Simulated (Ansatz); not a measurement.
## Converging the field response of a LiCl (001) film

Which settings does the induced dipole of a LiCl (001) film need, and which can be cut?

Main program and level: Ansatz 0.2.0; plane-wave DFT, PBE, Ansatz PAW, in the first sound run; inputs show where later runs differ.

Report form: inputs, costs, results and the conclusion, without the logs.

**1. The structure**

The cell holds 10 atoms: 5 Li and 5 Cl. Cell: a = 3.635 Å, b = 3.635 Å, c = 28.280 Å, α = 90.0°, β = 90.0°, γ = 90.0°. It derives from LiCl (rocksalt LiCl). Vacuum lies along c.

**2. Single point, setting first choice**

The first choice: the default cutoff of 420 eV, a 8×8×1 mesh, 18 Å of vacuum, 0.1 V/Å and a tight threshold. Each later run changes one input against this one; other functionals and files bring their own cutoffs.

The input, input.yaml:

```yaml
crystal:
  lattice:
    - [3.63452886, 0.0, 0.0]
    - [0.0, 3.63452886, 0.0]
    - [0.0, 0.0, 28.28]
  atoms:
    - { symbol: Li, position: [0.5, 0.5, 0.3182461103] }
    - { symbol: Cl, position: [0.0, 0.0, 0.3182461103] }
    - { symbol: Li, position: [0.0, 0.0, 0.4091230552] }
    - { symbol: Cl, position: [0.5, 0.5, 0.4091230552] }
    - { symbol: Li, position: [0.5, 0.5, 0.5] }
    - { symbol: Cl, position: [0.0, 0.0, 0.5] }
    - { symbol: Li, position: [0.0, 0.0, 0.5908769448] }
    - { symbol: Cl, position: [0.5, 0.5, 0.5908769448] }
    - { symbol: Li, position: [0.5, 0.5, 0.6817538897] }
    - { symbol: Cl, position: [0.0, 0.0, 0.6817538897] }
kpoints:
  mp_grid: { grid: [8, 8, 1] }
hamiltonian:
  xc: pbe
scf:
  occupations: { method: fixed }
  convergence: { dr2_threshold: 1.0e-10 }
efield:
  axis: 3
  dipole_correction: true
  ramp_position: 0.97
  ramp_width: 0.06
  amplitude: 0.1
output:
  write_potential: true
  write_density: true
  volumetric_format: npy
```

Command:

```sh
$ ansatz run input.yaml --threads 2 --pin off --max-ram 3072MiB --backend cpu --events-out ev --progress --plain --runs-dir out
```

Wall time 6.1 s (2 threads of Intel Xeon 6975P-C (Granite Rapids), shared host); peak memory 0.6 GiB.

Numbers from this step:

```
gap on the k-mesh                       : 5.128 eV
dipole along the normal                 : 0.06463 e·Å
equivalent conductor thickness p/(ε₀AE) : 8.853 Å
```

Running mean over 2.57 Å of the planar mean, with the applied field; the ramp of the sawtooth is left out. Electron's electrostatic potential energy less the highest filled level against z:

z (Å), electron's electrostatic potential energy less the highest filled level (eV) and a bar:
```
        4       5.89 #########################
        5       5.99 #########################
        6       6.06 ##########################
        7       5.64 ########################
        8       1.69 #######
        9       0.12 
       10       0.22 
       11       0.30 #
       12       0.33 #
       13       0.36 #
       14       0.39 #
       15       0.43 #
       16       0.47 #
       17       0.51 ##
       18       0.51 ##
       19       0.46 #
       20       1.13 ####
       21       5.46 #######################
       22       6.75 ############################
       23       6.90 #############################
       24       7.00 ##############################
       25       7.10 ##############################
```

The dipole corresponds to a conductor 8.853 Å thick.

**3. Run, box 28.3 Å**

input.yaml: that of step 2 with these lines changed.

```diff
@@ -29,2 +29,4 @@
   amplitude: 0.1
+basis:
+  ecutwfc: "250 eV"
 output:
```

Run time: 3.1 s. Hardware: 2 threads; peak memory 0.41 GiB; 6.1 s of CPU time.

The dipole corresponds to a conductor 8.850 Å thick, -0.03 % from the first choice, at 0.51 times its CPU time.

**4. Run, box 28.3 Å (run 2)**

input.yaml: that of step 3 with these lines changed.

```diff
@@ -30,3 +30,3 @@
 basis:
-  ecutwfc: "250 eV"
+  ecutwfc: "330 eV"
 output:
```

It took 4.5 s on 2 threads; peak memory 0.51 GiB; 8.7 s of CPU time.

The dipole corresponds to a conductor 8.853 Å thick, +0.01 % from the first choice, at 0.72 times its CPU time.

**5. Run, box 28.3 Å (run 3)**

input.yaml: that of step 4 with these lines changed.

```diff
@@ -30,3 +30,3 @@
 basis:
-  ecutwfc: "330 eV"
+  ecutwfc: "600 eV"
 output:
```

The job ended after 10 s (2 threads; peak memory 0.86 GiB).

The dipole corresponds to a conductor 8.853 Å thick, +0.00 % from the first choice, at 1.7 times its CPU time.

**6. Single point, box 28.3 Å**

input.yaml: that of step 5 with these lines changed.

```diff
@@ -17,3 +17,3 @@
 kpoints:
-  mp_grid: { grid: [8, 8, 1] }
+  mp_grid: { grid: [1, 1, 1] }
 hamiltonian:
@@ -29,4 +29,2 @@
   amplitude: 0.1
-basis:
-  ecutwfc: "600 eV"
 output:
```

Wall time 0.58 s (2 threads); peak memory 0.4 GiB; 0.98 s of CPU time.

The dipole corresponds to a conductor 9.328 Å thick, +5.37 % from the first choice, at 0.081 times its CPU time.

**7. Single point, box 28.3 Å (run 2)**

input.yaml: that of step 6 with these lines changed.

```diff
@@ -17,3 +17,3 @@
 kpoints:
-  mp_grid: { grid: [1, 1, 1] }
+  mp_grid: { grid: [2, 2, 1] }
 hamiltonian:
```

The job ended after 1 s (2 threads; peak memory 0.54 GiB).

The dipole corresponds to a conductor 8.945 Å thick, +1.05 % from the first choice, at 0.16 times its CPU time.

**8. Single point, box 28.3 Å (run 3)**

input.yaml: that of step 7 with these lines changed.

```diff
@@ -17,3 +17,3 @@
 kpoints:
-  mp_grid: { grid: [2, 2, 1] }
+  mp_grid: { grid: [4, 4, 1] }
 hamiltonian:
```

It took 2.5 s on 2 threads; peak memory 0.52 GiB.

The dipole corresponds to a conductor 8.853 Å thick, +0.01 % from the first choice, at 0.38 times its CPU time.

**9. Single point, box 28.3 Å (run 4)**

input.yaml: that of step 8 with these lines changed.

```diff
@@ -17,3 +17,3 @@
 kpoints:
-  mp_grid: { grid: [4, 4, 1] }
+  mp_grid: { grid: [16, 16, 1] }
 hamiltonian:
```

Run time: 19 s. Hardware: 2 threads; peak memory 0.94 GiB.

The dipole corresponds to a conductor 8.853 Å thick, -0.00 % from the first choice, at 3.1 times its CPU time.

**10. Single point, box 20.3 Å**

The cell differs from the one that the last finished run ended in (c 28.280 → 20.280 Å).

input.yaml, the sections that differ from step 9:

```yaml
crystal:
  lattice:
    - [3.63452886, 0.0, 0.0]
    - [0.0, 3.63452886, 0.0]
    - [0.0, 0.0, 20.28]
  atoms:
    - { symbol: Li, position: [0.5, 0.5, 0.2465483235] }
    - { symbol: Cl, position: [0.0, 0.0, 0.2465483235] }
    - { symbol: Li, position: [0.0, 0.0, 0.3732741617] }
    - { symbol: Cl, position: [0.5, 0.5, 0.3732741617] }
    - { symbol: Li, position: [0.5, 0.5, 0.5] }
    - { symbol: Cl, position: [0.0, 0.0, 0.5] }
    - { symbol: Li, position: [0.0, 0.0, 0.6267258383] }
    - { symbol: Cl, position: [0.5, 0.5, 0.6267258383] }
    - { symbol: Li, position: [0.5, 0.5, 0.7534516765] }
    - { symbol: Cl, position: [0.0, 0.0, 0.7534516765] }
kpoints:
  mp_grid: { grid: [8, 8, 1] }
# hamiltonian, scf, efield, output: as in step 9
```

Elapsed: 4.4 s, on 2 threads; peak memory 0.51 GiB.

The dipole corresponds to a conductor 8.849 Å thick, -0.04 % from the first choice, at 0.71 times its CPU time.

**11. Run, box 24.3 Å**

The cell differs from the one that the last finished run ended in (c 20.280 → 24.280 Å).

input.yaml, the sections that differ from step 10:

```yaml
crystal:
  lattice:
    - [3.63452886, 0.0, 0.0]
    - [0.0, 3.63452886, 0.0]
    - [0.0, 0.0, 24.28]
  atoms:
    - { symbol: Li, position: [0.5, 0.5, 0.2883031301] }
    - { symbol: Cl, position: [0.0, 0.0, 0.2883031301] }
    - { symbol: Li, position: [0.0, 0.0, 0.3941515651] }
    - { symbol: Cl, position: [0.5, 0.5, 0.3941515651] }
    - { symbol: Li, position: [0.5, 0.5, 0.5] }
    - { symbol: Cl, position: [0.0, 0.0, 0.5] }
    - { symbol: Li, position: [0.0, 0.0, 0.6058484349] }
    - { symbol: Cl, position: [0.5, 0.5, 0.6058484349] }
    - { symbol: Li, position: [0.5, 0.5, 0.7116968699] }
    - { symbol: Cl, position: [0.0, 0.0, 0.7116968699] }
# kpoints, hamiltonian, scf, efield, output: as in step 10
```

Run time: 5.2 s. Hardware: 2 threads; peak memory 0.57 GiB; 10 s of CPU time.

The dipole corresponds to a conductor 8.852 Å thick, -0.01 % from the first choice, at 0.85 times its CPU time.

**12. Single point, box 36.3 Å**

The cell differs from the one that the last finished run ended in (c 24.280 → 36.280 Å).

input.yaml, the sections that differ from step 11:

```yaml
crystal:
  lattice:
    - [3.63452886, 0.0, 0.0]
    - [0.0, 3.63452886, 0.0]
    - [0.0, 0.0, 36.28]
  atoms:
    - { symbol: Li, position: [0.5, 0.5, 0.3583241455] }
    - { symbol: Cl, position: [0.0, 0.0, 0.3583241455] }
    - { symbol: Li, position: [0.0, 0.0, 0.4291620728] }
    - { symbol: Cl, position: [0.5, 0.5, 0.4291620728] }
    - { symbol: Li, position: [0.5, 0.5, 0.5] }
    - { symbol: Cl, position: [0.0, 0.0, 0.5] }
    - { symbol: Li, position: [0.0, 0.0, 0.5708379272] }
    - { symbol: Cl, position: [0.5, 0.5, 0.5708379272] }
    - { symbol: Li, position: [0.5, 0.5, 0.6416758545] }
    - { symbol: Cl, position: [0.0, 0.0, 0.6416758545] }
# kpoints, hamiltonian, scf, efield, output: as in step 11
```

It took 8 s on 2 threads; peak memory 0.71 GiB; 16 s of CPU time.

The dipole corresponds to a conductor 8.853 Å thick, -0.00 % from the first choice, at 1.3 times its CPU time.

**13. Run, box 28.3 Å (run 4)**

input.yaml, the sections that differ from step 12:

```yaml
crystal:
  lattice:
    - [3.63452886, 0.0, 0.0]
    - [0.0, 3.63452886, 0.0]
    - [0.0, 0.0, 28.28]
  atoms:
    - { symbol: Li, position: [0.5, 0.5, 0.3182461103] }
    - { symbol: Cl, position: [0.0, 0.0, 0.3182461103] }
    - { symbol: Li, position: [0.0, 0.0, 0.4091230552] }
    - { symbol: Cl, position: [0.5, 0.5, 0.4091230552] }
    - { symbol: Li, position: [0.5, 0.5, 0.5] }
    - { symbol: Cl, position: [0.0, 0.0, 0.5] }
    - { symbol: Li, position: [0.0, 0.0, 0.5908769448] }
    - { symbol: Cl, position: [0.5, 0.5, 0.5908769448] }
    - { symbol: Li, position: [0.5, 0.5, 0.6817538897] }
    - { symbol: Cl, position: [0.0, 0.0, 0.6817538897] }
efield:
  axis: 3
  dipole_correction: true
  ramp_position: 0.97
  ramp_width: 0.06
  amplitude: 0.005
# kpoints, hamiltonian, scf, output: as in step 12
```

It took 6 s on 2 threads; peak memory 0.61 GiB; 12 s of CPU time.

The dipole corresponds to a conductor 8.851 Å thick, -0.01 % from the first choice, at 0.97 times its CPU time.

**14. Run, box 28.3 Å (run 5)**

input.yaml: that of step 13 with these lines changed.

```diff
@@ -28,3 +28,3 @@
   ramp_width: 0.06
-  amplitude: 0.005
+  amplitude: 0.03
 output:
```

It took 6 s on 2 threads; peak memory 0.61 GiB.

The dipole corresponds to a conductor 8.852 Å thick, -0.01 % from the first choice, at 0.98 times its CPU time.

**15. Run, box 28.3 Å (run 6)**

input.yaml: that of step 14 with these lines changed.

```diff
@@ -28,3 +28,3 @@
   ramp_width: 0.06
-  amplitude: 0.03
+  amplitude: 0.3
 output:
```

The job ended after 6.3 s (2 threads; peak memory 0.61 GiB; 12 s of CPU time).

The dipole corresponds to a conductor 8.856 Å thick, +0.04 % from the first choice, at 1.0 times its CPU time.

**16. Run, box 28.3 Å (run 7)**

input.yaml: that of step 15 with these lines changed.

```diff
@@ -22,3 +22,3 @@
   occupations: { method: fixed }
-  convergence: { dr2_threshold: 1.0e-10 }
+  convergence: { dr2_threshold: 0.0001 }
 efield:
@@ -28,3 +28,3 @@
   ramp_width: 0.06
-  amplitude: 0.3
+  amplitude: 0.1
 output:
```

Elapsed: 5.7 s, on 2 threads; peak memory 0.6 GiB.

The dipole corresponds to a conductor 8.850 Å thick, -0.03 % from the first choice, at 0.92 times its CPU time.

**17. Single point, box 28.3 Å (run 5)**

input.yaml: that of step 16 with these lines changed.

```diff
@@ -22,3 +22,3 @@
   occupations: { method: fixed }
-  convergence: { dr2_threshold: 0.0001 }
+  convergence: { dr2_threshold: 1.0e-06 }
 efield:
```

Wall time 5.7 s (2 threads); peak memory 0.6 GiB.

The dipole corresponds to a conductor 8.850 Å thick, -0.03 % from the first choice, at 0.93 times its CPU time.

**18. Single point, box 28.3 Å (run 6)**

input.yaml: that of step 17 with these lines changed.

```diff
@@ -22,3 +22,3 @@
   occupations: { method: fixed }
-  convergence: { dr2_threshold: 1.0e-06 }
+  convergence: { dr2_threshold: 1.0e-08 }
 efield:
```

The job ended after 5.8 s (2 threads; peak memory 0.61 GiB; 11 s of CPU time).

The dipole corresponds to a conductor 8.853 Å thick, -0.00 % from the first choice, at 0.95 times its CPU time.

**19. Run, box 28.3 Å (run 8)**

This step: plane-wave DFT, LDA, Ansatz PAW (Ansatz 0.2.0).

input.yaml: that of step 18 with these lines changed.

```diff
@@ -19,6 +19,6 @@
 hamiltonian:
-  xc: pbe
+  xc: lda
 scf:
   occupations: { method: fixed }
-  convergence: { dr2_threshold: 1.0e-08 }
+  convergence: { dr2_threshold: 1.0e-10 }
 efield:
```

The job ended after 6 s (2 threads; peak memory 0.6 GiB; 12 s of CPU time).

The dipole corresponds to a conductor 8.970 Å thick, +1.32 % from the first choice, at 0.98 times its CPU time.

**20. Single point, box 28.3 Å (run 7)**

This step: plane-wave DFT, r2SCAN, Ansatz PAW (Ansatz 0.2.0).

input.yaml: that of step 19 with these lines changed.

```diff
@@ -19,3 +19,3 @@
 hamiltonian:
-  xc: lda
+  xc: r2scan
 scf:
```

Wall time 16 s (2 threads); peak memory 1.1 GiB.

The dipole corresponds to a conductor 8.622 Å thick, -2.60 % from the first choice, at 2.7 times its CPU time.

**21. Single point, box 28.3 Å (run 8)**

This step: plane-wave DFT, PBE, norm-conserving (Ansatz 0.2.0).

input.yaml: that of step 20 with these lines changed.

```diff
@@ -19,3 +19,4 @@
 hamiltonian:
-  xc: r2scan
+  xc: pbe
+  pseudopotentials: { kind: nc }
 scf:
```

Wall time 24 s (2 threads); peak memory 1.4 GiB.

The dipole corresponds to a conductor 8.856 Å thick, +0.04 % from the first choice, at 4.0 times its CPU time.

**22. Single point, box 28.3 Å (run 9)**

This step: plane-wave DFT, PBE, JTH PAW (Ansatz 0.2.0).

input.yaml: that of step 21 with these lines changed.

```diff
@@ -20,3 +20,3 @@
   xc: pbe
-  pseudopotentials: { kind: nc }
+  pseudopotentials: { kind: paw, source: jth }
 scf:
```

It took 35 s on 2 threads; peak memory 1.8 GiB.

The dipole corresponds to a conductor 8.851 Å thick, -0.02 % from the first choice, at 5.8 times its CPU time.

**23. Comparing the runs**

Times are for 2 threads of Intel Xeon 6975P-C (Granite Rapids), shared host. The series side by side:

```
no.                         setting  equivalent conductor thickness p/(ε₀AE) (Å)    time  memory (GiB)
  1                    first choice                                        8.853   6.1 s           0.6
  2                   cutoff 250 eV                                        8.850   3.1 s          0.41
  3                   cutoff 330 eV                                        8.853   4.5 s          0.51
  4                   cutoff 600 eV                                        8.853    10 s          0.86
  5                        mesh 1x1                                        9.328  0.58 s          0.40
  6                        mesh 2x2                                        8.945     1 s          0.54
  7                        mesh 4x4                                        8.853   2.5 s          0.52
  8                      mesh 16x16                                        8.853    19 s          0.94
  9                     vacuum 10 Å                                        8.849   4.4 s          0.51
 10                     vacuum 14 Å                                        8.852   5.2 s          0.57
 11                     vacuum 26 Å                                        8.853     8 s          0.71
 12                 field 0.005 V/Å                                        8.851     6 s          0.61
 13                  field 0.03 V/Å                                        8.852     6 s          0.61
 14                   field 0.3 V/Å                                        8.856   6.3 s          0.61
 15          SCF threshold 1e-04 eV                                        8.850   5.7 s          0.60
 16          SCF threshold 1e-06 eV                                        8.850   5.7 s          0.60
 17          SCF threshold 1e-08 eV                                        8.853   5.8 s          0.61
 18        LDA, Ansatz PAW (420 eV)                                        8.970     6 s          0.60
 19     r2SCAN, Ansatz PAW (500 eV)                                        8.622    16 s           1.1
 20  PBE, norm-conserving (1034 eV)                                        8.856    24 s           1.4
 21          PBE, JTH PAW (1170 eV)                                        8.851    35 s           1.8
```

**24. What came out**

* equivalent conductor thickness, first choice: 8.853 Å
* equivalent conductor thickness, cutoff 600 eV: 8.853 Å
* equivalent conductor thickness, mesh 1x1: 9.328 Å
* equivalent conductor thickness, mesh 2x2: 8.945 Å
* equivalent conductor thickness, vacuum 26 Å: 8.853 Å
* equivalent conductor thickness, LDA, Ansatz PAW (420 eV): 8.970 Å
* equivalent conductor thickness, r2SCAN, Ansatz PAW (500 eV): 8.622 Å

**Reading.** The first choice gives 8.85 Å. Numerical settings off by more than 1 % against it: mesh 1x1 (+5.4 %) and mesh 2x2 (+1.0 %). The cheapest single change that stays within 0.5 % is mesh 4x4, at 38 % of the CPU time. Functionals and files move it by +1.3 % (LDA, Ansatz PAW (420 eV)), -2.6 % (r2SCAN, Ansatz PAW (500 eV)), under 0.1 % (PBE, norm-conserving (1034 eV)) and under 0.1 % (PBE, JTH PAW (1170 eV)). The film is symmetric and its atoms are held, so the dipole is the electronic response to the field alone. Times of a few seconds on a shared host rank the settings only roughly. In 1 run of the series (vacuum 10 Å) the program warns that electrons reach the sawtooth's ramp, which makes dipole and work function less sure.

[Long decimals in the printed logs are rounded to 6 places.]

[Logs are printed without paths, hosts, clocks, repeated set-up lines and the standing remarks that a program may print on its own settings, such as how far it seeks lower states.]

[Hosts, paths, dates, database ids (printed as entryN), source tags and the programs' standing remarks are cut or masked in the printed files.]

[Maps of the electrostatic potential energy from Ansatz leave out the sawtooth potential of an applied field or a dipole correction, so their vacuum need not be flat; planar profiles and work functions include it.]
